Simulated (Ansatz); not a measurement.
# Amorphous polythiophene with methane (capped chains of 7 units): a series in temperature

How do cells made at different temperatures differ in energy, pressure, forces, levels, charges and cost?

Computed with Ansatz 0.2.0: Kohn-Sham DFT, r2SCAN+D4, PAW (set soft_2). Every run is a single point, with the atoms held where the recipe put them (cutoff of the plane-wave runs 500 eV, fermi-dirac smearing of 0.025 eV).

First member: 4 polythiophene chains of 7 units with methyl end groups, 6 methane placed at random, at 1.28 g/cm³; overlaps pushed apart, then 20 ps at 800 K with MMFF94 bonds, angles, torsions, charges and radii (Halgren, J. Comput. Chem. 17, 490 (1996)) in harmonic and 12-6 forms. Snapshot after 30 ps at 260 K and fixed volume.

Last member: 4 polythiophene chains of 7 units with methyl end groups, 6 methane placed at random, at 1.1 g/cm³; overlaps pushed apart, then 20 ps at 800 K with MMFF94 bonds, angles, torsions, charges and radii (Halgren, J. Comput. Chem. 17, 490 (1996)) in harmonic and 12-6 forms. Snapshot after 30 ps at 440 K and fixed volume.

The members:

```csv
temperature (K),reduced formula,atoms,valence electrons,k-mesh,basis,density (g/cm³)
260,H52C63S14,258,776,1×1×1,plane waves,1.28
300,H52C63S14,258,776,1×1×1,plane waves,1.24
340,H52C63S14,258,776,1×1×1,plane waves,1.20
380,H52C63S14,258,776,1×1×1,plane waves,1.16
440,H52C63S14,258,776,1×1×1,plane waves,1.10
```

Each cell is one sample from a classical run, so sample-to-sample scatter enters every column; pressures lack the kinetic term, and hold the strain of bonds inside molecules, whose lengths the classical model set.

The input of the first member, without its atom lines; other members have their own cell and atoms, and may differ in mesh, basis and outputs:

```yaml
crystal:
  lattice:
    - [14.84125, 0.0, 0.0]
    - [0.0, 14.84125, 0.0]
    - [0.0, 0.0, 14.84125]
  atoms:
    [... 258 lines ...]
kpoints:
  mp_grid: { grid: [1, 1, 1] }
hamiltonian:
  xc: r2scan
  dispersion: d4
scf:
  occupations: { method: fermi_dirac, width: 0.025 }
output:
  forces: true
  stress: true
  populations: intrinsic
  dos:
    method: { smearing: { sigma: 0.08 } }
    de: 0.1
    projected: { site_lists: { C: [C], H: [H], S: [S] } }
  eigenvalues: true
  write_density: true
  write_potential: true
  volumetric_format: npy
```

Q: What do these runs give, and what do they cost?

Results; charges are mean intrinsic-atomic-orbital charges in e:

```
temperature (K)  energy less the first member's (meV/atom)  pressure (GPa)  r.m.s. force (eV/Å)  gap (eV)   q(S)   q(C)   q(H)
            260                                        0.0            1.15                0.849                1.45  +0.36  -0.23  +0.18
            300                                        5.0            1.58                0.976                1.36  +0.37  -0.24  +0.19
            340                                       13.8           0.733                 1.03                1.44  +0.35  -0.23  +0.19
            380                                       15.6           0.476                0.994                1.50  +0.35  -0.23  +0.19
            440                                       26.8           0.490                 1.14                1.28  +0.36  -0.23  +0.19
```

The gap is that between the highest filled and lowest empty Kohn-Sham level on the run's k-points, and semilocal functionals tend to put gaps under measured ones.

Cost on 8 threads of Arm Neoverse V2, shared host:

```csv
temperature (K),atoms,basis,k-mesh,SCF cycles,time,host memory (GiB)
260,258,plane waves,1×1×1,11,2 min,11
300,258,plane waves,1×1×1,11,2 min,11
340,258,plane waves,1×1×1,11,2 min,11
380,258,plane waves,1×1×1,11,2 min,11
440,258,plane waves,1×1×1,11,2 min,12
```

Times include the outputs that each run asked for, on hosts shared with other jobs.

**Reading.** The energy against the first member goes steadily from 0.0 meV/atom at 260 to 26.8 meV/atom at 440 K; each member is a single configuration. The gap is lowest at 440 K (1.28 eV) and highest at 380 K (1.5 eV), with no steady trend; in single samples it varies with the configuration. The density spans 1.10 to 1.28 g/cm³, so the columns mix its effect with that of the temperature. The pressure is lowest at 380 K (0.48 GPa) and highest at 300 K (1.6 GPa); the recipes set unlike densities, and the bond lengths of the classical model enter the pressure too. The r.m.s. force is lowest at 260 K (0.85 eV/Å) and highest at 440 K (1.1 eV/Å), rising overall but not at every step.

**Limits.** The network of contacts between molecules at the start is that of the classical potential that made the cell, and needn't be the one that DFT or experiment would give. The cells aren't relaxed by DFT, which could reorder their energies.

[Logs are printed without paths, hosts, clocks, repeated set-up lines and the standing remarks that a program may print on its own settings, such as how far it seeks lower states.]

[Hosts, paths, dates, database ids (printed as entryN), source tags and the programs' standing remarks are cut or masked in the printed files.]

[The MMFF94 radii named for the starting cell were scaled by 0.96; in molecules described by MMFF94, hydrogen bound to N, O or S took a small fixed 12-6 site in their place.]
